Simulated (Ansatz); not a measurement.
**Os(0001) with 2 thermally displaced layers, 2x2: scattering by thermal displacements**

Wanted: the phonon-limited resistivity of Os at 500 K by the Landauer route.

Program: Ansatz 0.2.0. Level of theory: Ansatz plane-wave DFT, PBE, PAW files; ballistic transport by layer matching (Landauer), zero bias; PAW set soft_1. Results are calculated unless marked as measured.

### 1. Set-up

The cell holds 48 atoms: 48 Os. Cell: a = 5.468 Å, b = 5.468 Å, c = 25.918 Å, α = 90.0°, β = 90.0°, γ = 120.0°. It derives from Os. Regions: lead, 40 atoms (40 Os); scattering region, 8 atoms (8 Os). The structure is stacked along c, and the current runs across the ab planes.

### 2. With 2 displaced layers

Each atom of 2 layers is moved at random, by amounts drawn from a normal law 0.0396 Å wide in each direction from the Debye model (500 K) at 500 K. The layers about the cell's end stay perfect and serve as the lead. Disorder leaves little or no symmetry, which makes such runs dear. Energies from -0.05 to 0.05 eV in steps of 0.05 eV are too few for the program's thermal sum, so it prints no conductance; for a metal the transmission near the Fermi level serves, at a fraction of the cost.

The input, input.yaml:

```yaml
crystal:
  lattice:
    - [5.4682, 0.0, 0.0]
    - [-2.7341, 4.735600113, 0.0]
    - [0.0, 0.0, 25.9182]
  atoms:
    - { symbol: Os, position: [0.1666666667, 0.3333333333, 0.0416666667] }
    - { symbol: Os, position: [0.1666666667, 0.8333333333, 0.0416666667] }
    - { symbol: Os, position: [0.6666666667, 0.3333333333, 0.0416666667] }
    - { symbol: Os, position: [0.6666666667, 0.8333333333, 0.0416666667] }
    - { symbol: Os, position: [0.3333333333, 0.1666666667, 0.125] }
    - { symbol: Os, position: [0.3333333333, 0.6666666667, 0.125] }
    - { symbol: Os, position: [0.8333333333, 0.1666666667, 0.125] }
    - { symbol: Os, position: [0.8333333333, 0.6666666667, 0.125] }
    - { symbol: Os, position: [0.1666666667, 0.3333333333, 0.2083333333] }
    - { symbol: Os, position: [0.1666666667, 0.8333333333, 0.2083333333] }
    - { symbol: Os, position: [0.6666666667, 0.3333333333, 0.2083333333] }
    - { symbol: Os, position: [0.6666666667, 0.8333333333, 0.2083333333] }
    - { symbol: Os, position: [0.3333333333, 0.1666666667, 0.2916666667] }
    - { symbol: Os, position: [0.3333333333, 0.6666666667, 0.2916666667] }
    - { symbol: Os, position: [0.8333333333, 0.1666666667, 0.2916666667] }
    - { symbol: Os, position: [0.8333333333, 0.6666666667, 0.2916666667] }
    - { symbol: Os, position: [0.1666666667, 0.3333333333, 0.375] }
    - { symbol: Os, position: [0.1666666667, 0.8333333333, 0.375] }
    - { symbol: Os, position: [0.6666666667, 0.3333333333, 0.375] }
    - { symbol: Os, position: [0.6666666667, 0.8333333333, 0.375] }
    - { symbol: Os, position: [0.3336919599, 0.1655605997, 0.4593130477] }
    - { symbol: Os, position: [0.3318514715, 0.6621816978, 0.4588864991] }
    - { symbol: Os, position: [0.8467533221, 0.1745962383, 0.4572567638] }
    - { symbol: Os, position: [0.8215486331, 0.6614482116, 0.4583965535] }
    - { symbol: Os, position: [0.1488921169, 0.3315014687, 0.5397606802] }
    - { symbol: Os, position: [0.1590786097, 0.8287764467, 0.5411827928] }
    - { symbol: Os, position: [0.6740156643, 0.3420619265, 0.5414700352] }
    - { symbol: Os, position: [0.673790068, 0.8277638952, 0.5422044045] }
    - { symbol: Os, position: [0.3333333333, 0.1666666667, 0.625] }
    - { symbol: Os, position: [0.3333333333, 0.6666666667, 0.625] }
    - { symbol: Os, position: [0.8333333333, 0.1666666667, 0.625] }
    - { symbol: Os, position: [0.8333333333, 0.6666666667, 0.625] }
    - { symbol: Os, position: [0.1666666667, 0.3333333333, 0.7083333333] }
    - { symbol: Os, position: [0.1666666667, 0.8333333333, 0.7083333333] }
    - { symbol: Os, position: [0.6666666667, 0.3333333333, 0.7083333333] }
    - { symbol: Os, position: [0.6666666667, 0.8333333333, 0.7083333333] }
    - { symbol: Os, position: [0.3333333333, 0.1666666667, 0.7916666667] }
    - { symbol: Os, position: [0.3333333333, 0.6666666667, 0.7916666667] }
    - { symbol: Os, position: [0.8333333333, 0.1666666667, 0.7916666667] }
    - { symbol: Os, position: [0.8333333333, 0.6666666667, 0.7916666667] }
    - { symbol: Os, position: [0.1666666667, 0.3333333333, 0.875] }
    - { symbol: Os, position: [0.1666666667, 0.8333333333, 0.875] }
    - { symbol: Os, position: [0.6666666667, 0.3333333333, 0.875] }
    - { symbol: Os, position: [0.6666666667, 0.8333333333, 0.875] }
    - { symbol: Os, position: [0.3333333333, 0.1666666667, 0.9583333333] }
    - { symbol: Os, position: [0.3333333333, 0.6666666667, 0.9583333333] }
    - { symbol: Os, position: [0.8333333333, 0.1666666667, 0.9583333333] }
    - { symbol: Os, position: [0.8333333333, 0.6666666667, 0.9583333333] }
kpoints:
  mp_grid: { grid: [5, 5, 1] }
hamiltonian:
  xc: pbe
  pseudopotentials: { kind: paw, azcp: { folder: soft_1 } }
scf:
  occupations: { method: fermi_dirac, width: 0.1 }
output:
  transmission:
    leads: [[0, 8]]
    kmesh: [10, 10]
    e_range: [-0.05, 0.05]
    de: 0.05
  write_potential: true
  write_density: true
  volumetric_format: npy
  elf: true
```

Run with:

```bash
> ansatz run input.yaml --threads 4 --pin off --max-ram 15360MiB --backend cpu --events-out ev --progress --plain --runs-dir out
```

Numbers of over 12 decimals in the logs are rounded to 6 here.

The program printed:

```text
Engine: ansatz 0.2.0, aarch64-unknown-linux-gnu
Pseudopotentials: kind: paw
Pseudopotential: Os, paw, valence charge 16, recommended cutoff 420 eV (normal), soft_1/Os.paw.azcp
Functional definition: PBE
  parameter kappa = 0.804
  parameter beta = 0.066725
  exchange = pbe_x(kappa = kappa, mu = beta*pi^2/3)
  correlation = pbe_c(beta = beta)
Crystal: 48 atoms, lattice volume = 671.157 Å³
Basis set: ecut = 420 eV, 13017 PW (Γ)
Bands: 461, of which v1, the nominal top of the filled ones, is band 384 counted from 1 (383 counted from 0)
Symmetry: 1 space group operations
Space group: P1 (ITA 1), of the structure as read, at distance tolerance 8.8e-5 Å
k-points: 13 of 25 (time reversal used)
Non-local potential: Os, projectors of the file, l = 0: 3, l = 1: 2, l = 2: 2, l = 3: 1
PAW form: soft (Blöchl's): semilocal exchange-correlation on the pseudo side does not see the compensation charge
PAW one-centre angular grid: Os, 590 points (default); XC on 64 Gauss nodes
Initial density: superposition of atomic densities (chi_scale 0.1, normalization cell)
Initial wavefunctions: pseudopotential atomic-orbital guess
Functional: x = pbe(κ = 0.804, μ = 0.219515), c = pbe(β = 0.066725)
SCF iter   1: F=—  HF=-546530.756555 eV  |F-HF|=—  |Δ(HF+E_count)|=         —  Δρ=6.02e-2  dr2=2.07e1  ethr=3.10e-3  ⟨swp⟩=5.5  Hψ=19805  notcnv=0  defer=21
preconditioner: auto → Kerker (q_TF=auto, 2.790 Å⁻¹)  [metal: Δε(μ)=0.079 eV  Ē_g=6.265 eV  σ=0.100 eV  W_gap=0.19  n_scr=268 (ndim 8)  ℏωp=28.1 eV  f_vac=0.000  D(μ)=31.15/eV (n_scr^D=292)]
SCF iter   2: F=—  HF=-546525.297634 eV  |F-HF|=—  |Δ(HF+E_count)|=    5.46e0  Δρ=3.31e-2  dr2=5.86e0  ethr=2.69e-3  ⟨swp⟩=3.0  Hψ=10090  notcnv=0  defer=75
SCF iter   3: F=—  HF=-546523.553215 eV  |F-HF|=—  |Δ(HF+E_count)|=    1.74e0  Δρ=3.71e-3  dr2=3.62e-2  ethr=7.63e-4  ⟨swp⟩=2.0  Hψ=9228  notcnv=0  defer=75
SCF iter   4: F=—  HF=-546523.554747 eV  |F-HF|=—  |Δ(HF+E_count)|=   1.53e-3  Δρ=4.26e-4  dr2=9.43e-4  ethr=4.72e-6  ⟨swp⟩=2.5  Hψ=11545  notcnv=0  defer=63
SCF iter   5: F=—  HF=-546523.554784 eV  |F-HF|=—  |Δ(HF+E_count)|=   3.70e-5  Δρ=8.87e-5  dr2=4.43e-5  ethr=1.23e-7  ⟨swp⟩=2.5  Hψ=11801  notcnv=0  defer=63
SCF iter   6: F=—  HF=-546523.556030 eV  |F-HF|=—  |Δ(HF+E_count)|=   1.25e-3  Δρ=1.25e-5  dr2=1.99e-6  ethr=5.76e-9  ⟨swp⟩=2.0  Hψ=8424  notcnv=0  defer=63
SCF iter   7: F=—  HF=-546523.556029 eV  |F-HF|=—  |Δ(HF+E_count)|=   2.39e-7  Δρ=2.07e-6  dr2=1.15e-7  ethr=1.30e-11  ⟨swp⟩=7.6  Hψ=15641  notcnv=0
SCF iter   8: F=-546523.556029 eV  HF=-546523.556029 eV  |F-HF|=6.40e-9  |Δ(HF+E_count)|=   4.89e-9  Δρ=4.54e-7  dr2=7.09e-9  ethr=1.30e-11  ⟨swp⟩=2.0  Hψ=9940  notcnv=0
SCF 1 converged in 8 iterations: F = -546523.556029 eV  dr2 = 7.09e-9
  greatest PAW one-centre occupation: 1.000 electrons in one spin orbital (limit 2), on the Os atom at site 24 (counted from 0), in its partial waves of l = 0
transmission: 251 of 2496 steps passed
transmission: 500 of 2496 steps passed
[...]
transmission: 2496 of 2496 steps passed
SCF converged after 8 iterations
Free energy (F): -546523.556029 eV
Harris-Foulkes:  -546523.556029 eV  (|F-HF|=6.40e-9)
Internal energy: -546522.461329 eV  (E = F + TS)
E sigma→0 (E₀):  -546523.008679 eV
Entropy (-TS):   -1.094701 eV (-22.806 meV/atom)
Fermi energy:    26.053947 eV
--- Per-component energies (eV) ---
  E_band       = -3114.268199
  E_kinetic    = 23640.894086
  E_local      = -43745.319153  (includes V_loc(G=0)·N_el)
  E_nonlocal   = 9411.062512
  E_hartree    = 15701.838339
  E_xc         = -11239.792449
  E_vxc        = -11838.411068  (∫ρ·V_xc dr)
  E_paw        = -434264.171382  (= ΣΔE_a)
  E_vpaw       = -11986.192278  (= ΣTr[D̂ρ^β])
  E_aug_tail   = 0.021101  (compensation charges beyond the density's cutoff)
  E_ewald      = -106026.994383
  E_smearing   = -1.094701  (= −TS)
  E_closure    = 0.000000  (closes the sum)
  Σ components = -546523.556029   (vs F -546523.556029, Δ=0.00e0)
--- Band table (eV; the first three rows and the last of 13) ---
  k-point 0: bands = [... 380 lower, 26.7199, 26.7252, 26.7259, 26.7358, 26.7459, 26.9252, 26.9342, 26.9426, ... 73 higher]
  k-point 1: bands = [... 380 lower, 26.1750, 26.1893, 26.2118, 26.2263, 26.2486, 26.8662, 26.8806, 27.0864, ... 73 higher]
  k-point 2: bands = [... 380 lower, 25.6679, 25.7844, 25.8025, 25.8573, 25.9319, 25.9482, 26.0438, 26.1582, ... 73 higher]
  k-point 12: bands = [... 380 lower, 25.7944, 25.8612, 25.8874, 26.1042, 26.1286, 26.1606, 26.1741, 26.1800, ... 73 higher]
--- Transmission ---
  basis      : 223 plane waves across, 48 finite elements along
  points     : 52, standing for a mesh of 10 x 10
  energies   : 3 from -0.050000 to 0.050000 eV about the Fermi level, 0.050000 eV apart; the leads are filled to 0.000000 eV, and channels, transmission and decay are at 0.000000 eV
  crystal 0  : Os8, at the sites [0, 8], period 4.3197 Å, over 21.60 Å; its Hamiltonian steps by up to 1.9 meV
    offset         : up to 0.0000 Å between an atom of the period and one for which it stands
    channels       : 4.530000e0 a spin
    conductance    : none, the energies end too early or step too widely for 300 K: set another output.transmission.e_range or a lower de, or, where they end at an eighth of basis.ecutwfc, a higher one
  junction   : crystal 0 to crystal 0, 0.70 to 22.30 Å
    transmission   : 4.336000e0 a spin
    conductance    : none, the energies end too early or step too widely for 300 K: set another output.transmission.e_range or a lower de, or, where they end at an eighth of basis.ecutwfc, a higher one
```

Run time: 7.9 min. Hardware: 4 threads of Arm Neoverse V2, shared host; peak memory 6.6 GiB; 29 min of CPU time.

Reading the cycles: dr2 is the Hartree energy of the density residual (eV), the measure of convergence; HF is the Harris–Foulkes estimate of the energy, which meets the free energy F at convergence.

Numbers from this step:

| Property | Result |
| --- | --- |
| free energy | -546523.5560 eV |
| energy at zero smearing | -546523.0087 eV |
| Fermi energy | 26.05 eV |
| cell area | 25.90 Å² |
| transmission per spin nearest the Fermi level | 4.336 |
| open channels per spin nearest the Fermi level | 4.53 |
| step of the lead's potential | 1.9 meV |

Per spin. The transmission, zone mean by energy, zero at the Fermi level:

```csv
energy (eV),"transmission, zone mean"
-0.0500,4.56
0.0000,4.34
0.0500,4.38
```

Per spin. Open channels, zone mean, lead against energy, zero at the Fermi level:

```csv
energy (eV),"open channels, zone mean, lead"
-0.0500,4.74
0.0000,4.53
0.0500,4.55
```

Transmission over k1 and k2. At 0.0000 eV from the Fermi level.

Values, 10 rows by 10 columns:
```
 3.8  4.0  4.7  4.7  4.8  4.0  3.8  2.9  2.0  2.9
 3.0  4.7  4.9  4.9  4.9  4.9  4.8  3.0  2.0  2.0
 3.0  4.7  4.9  4.9  4.8  4.9  4.9  4.8  3.0  2.8
 3.7  4.7  4.9  4.9  6.9  6.9  4.9  4.9  4.8  3.7
 5.7  4.0  4.9  4.9  6.9 10.8  6.9  4.9  4.9  4.0
 3.7  3.7  4.8  4.9  4.9  6.9  6.9  4.9  4.9  4.7
 3.0  2.8  3.0  4.8  4.9  4.9  4.8  4.9  4.9  4.7
 3.0  2.0  2.0  3.0  4.8  4.9  4.9  4.9  4.9  4.7
 3.8  2.9  2.0  2.9  3.8  4.0  4.8  4.7  4.7  4.0
 5.6  2.9  3.0  3.0  3.6  5.6  3.6  3.0  3.0  2.9
```
Columns: k1 (b1) from -0.5 to 0.4; rows upwards: k2 (b2) from -0.5 to 0.4.

Open channels over k1 and k2. At 0.0000 eV from the Fermi level.

Ten even steps from '_' (2.0) to '@' (11.0):
```
::----------::..__..
..------------..____
..--------------....
::------++++------::
==------++@@++------
::::------++++------
......--------------
..____..------------
::..__..::----------
==......::==::......
```
Columns: k1 (b1) from -0.5 to 0.4; rows upwards: k2 (b2) from -0.5 to 0.4.

ELF in the ca plane at fractional y = 0.166, with atoms of Os within 0.2 Å of it. It is the smooth field of the valence electrons, not physical close to the nuclei.

Ten even steps from '0' (0.25) to '9' (0.59), each cell a mean:
```
10023158842310122279732211122378622200132488
31131298971221231597951321231698941321221798
32231397881221220596950221221696941321321887
21122289961321122389831210121499832211231699
12212124422212212124212111112135312122122244
14410222222025301212221024201222221035202222
14410222222025301211121024201222221035202222
11112124412211112135312201022135313111122144
21122289961320132399951310131599832310231699
32231396881232231496971221221696941321321886
21132298971221131398961321231698941311221798
11123158732311122268632310132278622211132478
13311212212124311212212123112112122133112122
15410223222025401233331035201223220045202233
13311212112113212113212134202112112023112112
```
Columns run along c (16.0 Å, from fractional 0.19 to 0.81 of the cell), rows up along a (5.5 Å). Atoms in or near the plane, at fractional coordinates: Os at (0.29, 0.33), Os at (0.29, 0.83), Os at (0.46, 0.33), Os at (0.46, 0.85), Os at (0.62, 0.33), Os at (0.62, 0.83), Os at (0.79, 0.33), Os at (0.79, 0.83).

Valence density in the ca plane at fractional y = 0.166, with atoms of Os within 0.2 Å of it. It is the smooth field of the valence electrons, not physical close to the nuclei.

Ten even steps from '0' (0.3 e/Å³) to '9' (8.3 e/Å³), each cell a mean:
```
00000024310000000035310000000134200000000134
00000158830000000279720000000279610000000388
00000169940000000279720000000389720000000499
00000036520000000146410000000156410000000266
00000001100000000001000000000011100000000011
01100000000001100000000001000000000011000000
01100000000001100000000001000000000011000000
00000001100000000011100000000011100000000011
00000036620000000147520000000157410000000266
00000169940000000279830000000389720000000499
00000158730000000168720000000278610000000388
00000024310000000024310000000134200000000134
01100000000001100000000001000000000011000000
01100000000011100000000012100000000011000000
01100000000001000000000011000000000001000000
```
Columns run along c (16.0 Å, from fractional 0.19 to 0.81 of the cell), rows up along a (5.5 Å). Atoms in or near the plane, at fractional coordinates: Os at (0.29, 0.33), Os at (0.29, 0.83), Os at (0.46, 0.33), Os at (0.46, 0.85), Os at (0.62, 0.33), Os at (0.62, 0.83), Os at (0.79, 0.33), Os at (0.79, 0.83).

Electrostatic potential energy in the ca plane at fractional y = 0.166, with atoms of Os within 0.2 Å of it. With pseudopotentials it is smooth inside the atoms' cores, unlike the true potential.

Values in eV, 8 rows by 16 columns, each cell a mean:
```
 22  22 -25  -8  22  22 -13 -25  20  20   7 -33  15  21  19 -31
 24  21 -37 -18  24  24 -20 -32  22  24   0 -46  12  24  16 -44
  9  19   7  14  14  14  15  11  20  11  19   3  21   7  21   3
  2  17  19  22   9  10  22  19  18   7  23  18  22   0  21  18
 22  22 -25  -8  22  23  -8 -25  22  23   7 -33  15  21  19 -31
 24  21 -37 -18  24  24 -17 -37  21  25   1 -46  12  24  16 -44
  9  19   7  14  14  14  14   7  19  12  20   3  21   7  21   3
  2  17  19  22   9   9  20  18  14   1  23  18  22   0  21  18
```
Columns run along c (16.0 Å, from fractional 0.19 to 0.81 of the cell; values clipped at the 3rd and 97th percentile), rows up along a (5.5 Å). Atoms in or near the plane, at fractional coordinates: Os at (0.29, 0.33), Os at (0.29, 0.83), Os at (0.46, 0.33), Os at (0.46, 0.85), Os at (0.62, 0.33), Os at (0.62, 0.83), Os at (0.79, 0.33), Os at (0.79, 0.83).

Over the solved energies the transmission per spin lies between 4.34 and 4.56, out of 4.61 channels of the lead on average (up to 4.74).

(Continued in part 2 of 2.)

[Logs are printed without paths, hosts, clocks, repeated set-up lines and the standing remarks that a program may print on its own settings, such as how far it seeks lower states.]

[Hosts, paths, dates, database ids (printed as entryN), source tags and the programs' standing remarks are cut or masked in the printed files.]
